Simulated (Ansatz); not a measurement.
**A failed many-body run on Te (P3_121)**

Aim: the G0W0 gap of Te (P3_121). The first input has a fault.

Method: G0W0 on PBE, plane waves, PAW; PAW set soft_1, in Ansatz 0.2.0.

**1. Set-up**

The structure is trigonal, space group P3_121 (No. 152). The conventional cell has a = 4.457 Å, b = 4.457 Å, c = 5.929 Å, α = 90.00°, β = 90.00°, γ = 120.00°. Nearest to Te lie 2 Te at 2.84 Å.

The cell and positions come from the Crystallography Open Database and are kept as given unless a step says otherwise. Spin-orbit coupling is left out unless a step names it.

**2. First try**

The input, input.yaml:

```yaml
crystal:
  lattice:
    - [4.4572, 0.0, 0.0]
    - [-2.2286, 3.8600484297, 0.0]
    - [0.0, 0.0, 5.929]
  atoms:
    - { symbol: Te, position: [0.2633, 0.0, 0.3333333333] }
    - { symbol: Te, position: [0.0, 0.2633, 0.6666666667] }
    - { symbol: Te, position: [0.7367, 0.7367, 0.0] }
kpoints:
  mp_grid: { grid: [6, 6, 4] }
hamiltonian:
  xc: pbe
  pseudopotentials: { kind: paw, azcp: { folder: soft_1 } }
scf:
  occupations: { method: fixed }
gw:
  n_empty_bands: 107
  ecut_chi: 2
  qp_bands: [v2, c2]
  qp_kpoints: band_edges
  screening: { model: contour_deformation }
```

Command:

```bash
$ ansatz run input.yaml --threads 2 --pin off --max-ram 92160MiB --backend cuda --events-out ev --progress --plain --runs-dir out --devices 1 --max-vram 13GiB
```

Numbers of over 12 decimals in the logs are rounded to 6 here.

What it wrote:

```text
GPUs: using 1 of 1 available (devices: 1).
Engine: ansatz 0.2.0, x86_64-unknown-linux-gnu
Pseudopotentials: kind: paw
Pseudopotential: Te, paw, valence charge 16, recommended cutoff 420 eV (normal), soft_1/Te.paw.azcp
Functional definition: PBE
  parameter kappa = 0.804
  parameter beta = 0.066725
  exchange = pbe_x(kappa = kappa, mu = beta*pi^2/3)
  correlation = pbe_c(beta = beta)
device memory: the entry about to start is reckoned to put 1.0 GiB on a device that reports 49.8 GiB free (of which the cap on the GPU budget leaves the run 13.0 GiB)
GPU FFT provider: cuFFT
GPU libraries: cuBLAS 13.8.2, cuFFT 12.4.0, cuSOLVER 12.3.4
Crystal: 3 atoms, lattice volume = 102.008 Å³
Basis set: ecut = 420 eV, 2017 PW (Γ)
Bands: 29, of which v1, the nominal top of the filled ones, is band 24 counted from 1 (23 counted from 0)
Symmetry: 6 space group operations
Space group: P3121 (ITA 152), of the structure as read, at distance tolerance 4.7e-5 Å
k-points: 24 of 144 (time reversal used)
Non-local potential: Te, projectors of the file, l = 0: 2, l = 1: 2, l = 2: 2, l = 3: 1
PAW form: soft (Blöchl's): semilocal exchange-correlation on the pseudo side does not see the compensation charge
PAW one-centre angular grid: Te, 590 points (default); XC on 64 Gauss nodes
Initial density: superposition of atomic densities (chi_scale 0.1, normalization cell)
Initial wavefunctions: pseudopotential atomic-orbital guess
GPU buffer pool allocated for 36000 grid points (all kernels)
GPU transforms: local potential and band sums: pruned to the plane-wave sphere, on 30×30×40
Functional: x = pbe(κ = 0.804, μ = 0.219515), c = pbe(β = 0.066725)
SCF iter   1: F=—  HF=-20940.145285 eV  |F-HF|=—  |Δ(HF+E_count)|=         —  Δρ=1.60e-2  dr2=1.90e-1  ethr=3.10e-3  ⟨swp⟩=4.8  Hψ=2682  notcnv=0  defer=66
preconditioner: auto → Resta (q_TF=auto, 2.406 Å⁻¹)  ε∞=4.2  [insulator: Δε(μ)=0.240 eV  Ē_g=8.694 eV  n_scr=22 (ndim 8)  ℏωp=15.6 eV  f_vac=0.011  ε∞_Penn≈4.2]
SCF iter   2: F=—  HF=-20940.130705 eV  |F-HF|=—  |Δ(HF+E_count)|=   1.46e-2  Δρ=9.34e-3  dr2=6.41e-2  ethr=3.97e-4  ⟨swp⟩=2.0  Hψ=938  notcnv=0  defer=70
SCF iter   3: F=—  HF=-20940.128581 eV  |F-HF|=—  |Δ(HF+E_count)|=   2.12e-3  Δρ=8.66e-4  dr2=6.73e-4  ethr=1.33e-4  ⟨swp⟩=3.0  Hψ=1006  notcnv=0  defer=70
SCF iter   4: F=—  HF=-20940.128953 eV  |F-HF|=—  |Δ(HF+E_count)|=   3.72e-4  Δρ=3.13e-4  dr2=9.13e-5  ethr=1.40e-6  ⟨swp⟩=2.0  Hψ=1298  notcnv=0  defer=70
SCF iter   5: F=—  HF=-20940.129041 eV  |F-HF|=—  |Δ(HF+E_count)|=   8.81e-5  Δρ=1.03e-4  dr2=1.55e-5  ethr=1.90e-7  ⟨swp⟩=3.0  Hψ=1272  notcnv=0  defer=70
SCF iter   6: F=—  HF=-20940.129060 eV  |F-HF|=—  |Δ(HF+E_count)|=   1.89e-5  Δρ=2.79e-5  dr2=9.93e-7  ethr=3.24e-8  ⟨swp⟩=2.0  Hψ=888  notcnv=0  defer=70
SCF iter   7: F=-20940.129062 eV  HF=-20940.129062 eV  |F-HF|=6.63e-8  |Δ(HF+E_count)|=   1.80e-6  Δρ=5.16e-6  dr2=3.12e-8  ethr=2.08e-10  ⟨swp⟩=13.7  Hψ=3722  notcnv=0
SCF 1 converged in 7 iterations: F = -20940.129062 eV  dr2 = 3.12e-8
[...]
device memory: the entry about to start is reckoned to put 1.1 GiB (of the 1.2 GiB reckoned in all, the device holds 0.1 GiB already) on a device that reports 49.7 GiB free (of which the cap on the GPU budget leaves the run 12.9 GiB)
NSCF: frozen V_eff on 24 k-points, pencils in batches of 32, up to order 116
[...]
device memory: the entry about to start is reckoned to put 2.6 GiB on a device that reports 49.8 GiB free (of which the cap on the GPU budget leaves the run 13.0 GiB)
NSCF: frozen V_eff on 24 k-points
G₀W₀ screening: q 1/24
[... further progress lines ...]
SCF converged after 7 iterations
Free energy (F): -20940.129062 eV
Harris-Foulkes:  -20940.129062 eV  (|F-HF|=6.63e-8)
Internal energy: -20940.129062 eV  (E = F + TS)
E sigma→0 (E₀):  -20940.129062 eV
Fermi energy:    8.708514 eV
--- Per-component energies (eV) ---
  E_band       = -799.959201
  E_kinetic    = 515.319187
  E_local      = -4948.566810  (includes V_loc(G=0)·N_el)
  E_nonlocal   = 194.339232
  E_hartree    = 2461.288714
  E_xc         = -367.796958
  E_vxc        = -305.961527  (∫ρ·V_xc dr)
  E_paw        = -14007.812864  (= ΣΔE_a)
  E_vpaw       = -1177.663339  (= ΣTr[D̂ρ^β])
  E_aug_tail   = 0.000270  (compensation charges beyond the density's cutoff)
  E_ewald      = -4786.899832
  E_smearing   = -0.000000  (= −TS)
  E_closure    = 0.000000  (closes the sum)
  Σ components = -20940.129062   (vs F -20940.129062, Δ=0.00e0)
--- Band table (eV; the first three rows and the last of 24) ---
  k-point 0: bands = [... 20 lower, 5.9211, 7.0688, 7.0688, 7.9717, 9.7612, 9.7612, 10.3873, 13.6996, ... 1 higher]
  k-point 1: bands = [... 20 lower, 6.2088, 7.2364, 7.2505, 7.9091, 9.4597, 9.4819, 9.8883, 13.1591, ... 1 higher]
  k-point 2: bands = [... 20 lower, 6.0575, 7.3822, 7.6657, 7.6657, 9.2640, 9.3229, 9.3229, 12.7729, ... 1 higher]
  k-point 23: bands = [... 20 lower, 3.7409, 7.6745, 8.7085, 8.7085, 8.8916, 10.1695, 10.1695, 14.6185, ... 1 higher]
--- G₀W₀: contour deformation, 8 samples at zero and on the imaginary axis and 1 off it, 144 q-points, 107 empty bands' worth ---
  eigenvalues of the whole cell's RPA ε∞ on this k-mesh (on a slab, of 1 + 4πα/V) = 52.6066, 350.8778, 350.8778; static W/v taken at q = 0 is 0.003405
  bands read: the sum over 131 bands ends inside a degenerate multiplet in 2 slots, whose members it reads at an even weight; the widest, k=0: bands 131 to 132 (counted from 1) at 1/2 each
  gw.qp_kpoints: band_edges: 12 of 24 stored k-points solved, in 1 pass; an edge of the gap read off the rows below is read off those points alone
    valence top: of the k-points left out ik 8 came nearest to being solved in a further pass, in band 24 (counted from 1, as in the quasiparticle table): it holds the edge there only if its correction is more favourable than any solved in that band by at least 0.539 eV; those differ by 0.362 eV
    conduction bottom: of the k-points left out ik 1 came nearest to being solved in a further pass, in band 25 (counted from 1, as in the quasiparticle table): it holds the edge there only if its correction is more favourable than any solved in that band by at least 0.359 eV; those differ by 0.214 eV
    ik  band        ε_KS         Σx   Σc(E_QP)       V_xc       Z   E_QP_lin       E_QP  E_QP is
     0    23      7.0688   -15.1519     2.0706   -13.1495  0.7987     7.1365     7.1372  root
     0    24      7.9717   -15.2277     1.8479   -13.5478  0.8104     8.1372     8.1397  root
     0    25      9.7612   -10.8339    -2.1459   -14.2632  0.8088    11.0188    11.0446  root
     0    26      9.7612   -10.8339    -2.1459   -14.2632  0.8088    11.0188    11.0446  root
     2    23      7.6657   -15.2163     1.8302   -13.5766  0.8097     7.8530     7.8562  root
     2    24      7.6657   -15.2163     1.8302   -13.5766  0.8097     7.8530     7.8562  root
     2    25      9.2640   -10.4052    -1.9679   -13.4430  0.8163    10.3003    10.3338  root
     2    26      9.3229    -9.8483    -2.0612   -13.1509  0.8183    10.5309    10.5642  root
     3    23      7.7997   -15.3756     1.7559   -13.8840  0.8123     8.0588     8.0639  root
     3    24      7.9455   -15.0381     1.6366   -13.6765  0.8132     8.2149     8.2204  root
     3    25      9.5975   -10.7332    -1.9791   -13.9732  0.8156    10.8289    10.8584  root
     3    26      9.6980   -10.7581    -2.0566   -14.0764  0.8132    10.9326    10.9598  root
     4    23      7.7315   -15.0568     1.7293   -13.5948  0.8107     7.9935     7.9988  root
     4    24      7.8554   -15.4211     1.6452   -14.1245  0.8133     8.1960     8.2040  root
[...]
20    26     10.9714   -10.5066    -2.5419   -14.4255  0.7943    12.3099    12.3483  root
    23    23      8.7085   -15.3209     1.2980   -14.5395  0.8202     9.2115     9.2250  root
    23    24      8.7085   -15.3209     1.2980   -14.5395  0.8202     9.2115     9.2250  root
    23    25      8.8916   -10.9434    -1.6832   -13.9051  0.8212    10.1311    10.1701  root
    23    26     10.1695   -10.4425    -2.0959   -13.8823  0.8134    11.4845    11.5134  root
```

Wall time 25 s (1 × NVIDIA H100 80GB HBM3 (shared by 6 runs) with 2 threads of AMD EPYC 7R13 (Zen 3), shared host); peak memory 1.2 GiB.

Reading the cycles: dr2 is the Hartree energy of the density residual (eV), the measure of convergence; HF is the Harris–Foulkes estimate of the energy, which meets the free energy F at convergence.

Q: What is the fault?

The run ended normally, though the input holds a fault or crude settings.

The fault: screening cutoff of a few eV. Such a cutoff keeps only a few plane waves in the dielectric matrix, so local fields and the Coulomb hole are lost.

It printed a gap of 0.95 eV, which is an artefact of the settings.

**3. A better input**

Now the one-shot GW correction: screening in the RPA, then the self-energy of the levels asked for. This step takes PAW set soft_1 files.

Edit input.yaml of step 2 so:

```diff
@@ -17,4 +17,4 @@
 gw:
-  n_empty_bands: 107
-  ecut_chi: 2
+  n_empty_bands: 425
+  ecut_chi: 150.0
   qp_bands: [v2, c2]
```

What it wrote:

```text
GPUs: using 1 of 1 available (devices: 1).
[...]
GPU FFT provider: cuFFT
GPU libraries: cuBLAS 13.8.2, cuFFT 12.4.0, cuSOLVER 12.3.4
Crystal: 3 atoms, lattice volume = 102.008 Å³
Basis set: ecut = 420 eV, 2017 PW (Γ)
Bands: 29, of which v1, the nominal top of the filled ones, is band 24 counted from 1 (23 counted from 0)
Symmetry: 6 space group operations
[...]
k-points: 24 of 144 (time reversal used)
[...]
GPU buffer pool allocated for 36000 grid points (all kernels)
[...]
SCF iter   1: F=—  HF=-20940.145285 eV  |F-HF|=—  |Δ(HF+E_count)|=         —  Δρ=1.60e-2  dr2=1.90e-1  ethr=3.10e-3  ⟨swp⟩=4.8  Hψ=2682  notcnv=0  defer=66
[...]
SCF iter   7: F=-20940.129062 eV  HF=-20940.129062 eV  |F-HF|=6.63e-8  |Δ(HF+E_count)|=   1.80e-6  Δρ=5.16e-6  dr2=3.12e-8  ethr=2.08e-10  ⟨swp⟩=13.7  Hψ=3722  notcnv=0
SCF 1 converged in 7 iterations: F = -20940.129062 eV  dr2 = 3.12e-8
[...]
4    23      7.7315   -15.0568     1.1144   -13.5948  0.7015     7.3357     7.3839  root ?
     4    24      7.8554   -15.4211     0.9602   -14.1245  0.7049     7.4772     7.5190  root ?
     4    25      9.4487   -10.6894    -3.1635   -13.6979  0.7163     9.2958     9.2937  root
[...]
7    23      7.6829   -15.0904     1.0104   -13.7342  0.7038     7.2897     7.3371  root ?
[...]
19    24      8.3057   -14.9156     0.3214   -14.0969  0.7140     7.9478     7.8084  root ?
[...]
20    24      8.1840   -15.1865     0.7704   -14.0738  0.7116     7.7969     7.8417  root ?
    20    25      9.6791   -10.6152    -3.3499   -13.8414  0.7149     9.5569     9.5554  root
    20    26     10.9714   -10.5066    -4.0503   -14.4255  0.6772    10.8416    10.8399  root
    23    23      8.7085   -15.3209     0.4490   -14.5395  0.7169     8.3370     8.3761  root ?
    23    24      8.7085   -15.3209     0.4490   -14.5395  0.7169     8.3370     8.3761  root ?
    23    25      8.8916   -10.9434    -3.0756   -13.9051  0.7223     8.7790     8.7778  root
    23    26     10.1695   -10.4425    -3.5449   -13.8823  0.7059    10.0655    10.0643  root
[key lines of the parts left out:]
SCF converged after 7 iterations
Free energy (F): -20940.129062 eV
Fermi energy:    8.708514 eV
```

Wall time 62 s (1 × NVIDIA H100 80GB HBM3 (shared by 6 runs) with 2 threads); peak memory 2.2 GiB.

Numbers from this step:

```yaml
bands_summed: 449
rpa_eps_infinity_on_this_mesh_eigenvalues: 48.51, 333.7, 333.7
plane_waves_in_the_screening_matrix: 449
q_points_in_the_mesh: 144
g0w0_gap_on_the_mesh: 0.4017 eV
k_of_the_valence_top: 0.3333, 0.3333, -0.5
k_of_the_conduction_bottom: 0.3333, 0.3333, -0.5
starting_gap_on_the_mesh: 0.1831 eV
z_at_the_valence_top: 0.7169
z_at_the_conduction_bottom: 0.7223
least_direct_g0w0_gap_on_the_computed_points: 0.4017 eV
```

The gap on the mesh goes from 0.18 eV to 0.40 eV, a correction of +0.22 eV. The program marks an edge row as in doubt. Between the two edge states, bare exchange in place of the xc potential would open the gap by 3.74 eV, and correlation takes back 3.52 eV.

**4. Results**

```json
{
  "first try": "converged after 25 s",
  "better run": "G0W0 gap on the mesh 0.40 eV (6×6×4 mesh, 425 empty bands, screening to 150 eV, PAW set soft_1 files)"
}
```

In words: The second run differs in: empty bands and screening cutoff (eV). Bands and cutoff are finite, so the gap is not at the basis limit. The miss can reach some tenths of an eV and take either sign; the mesh is an error of its own. The 6×6×4 mesh is coarse for this cell (its supercell is 24 Å along the shortest edge). The RPA ε∞ on it, from the PBE start, is 48.51 and 333.70; such meshes misread the long-range screening, most where the gap is narrow. With atoms this heavy and so narrow a gap, spin-orbit coupling can invert the bands. These scalar-relativistic gaps are then model values, not to be set against experiment, and a spin-orbit change taken from DFT can't simply be added. On this mesh the RPA ε∞ passes 90, more than nearly any semiconductor shows; a coarse mesh does this where one point with a narrow direct gap carries much weight. The screening is then too strong, and the G0W0 gap should not be taken as the material's. The program marks a band-edge row as in doubt, so the gap is less sure than its digits.

[Paths, hosts, dates, memory and timing lines, banners, echoed tables and standing remarks are left out of the program output.]

[Logs are printed without paths, hosts, clocks, repeated set-up lines and the standing remarks that a program may print on its own settings, such as how far it seeks lower states.]

[Runs of the session that timed out or met a known fault of the program may be left out.]

[Cells called generated may have been cut or substituted from an entry of the Crystallography Open Database or the Materials Project.]

[Hosts, paths, dates, database ids (printed as entryN), source tags and the programs' standing remarks are cut or masked in the printed files.]
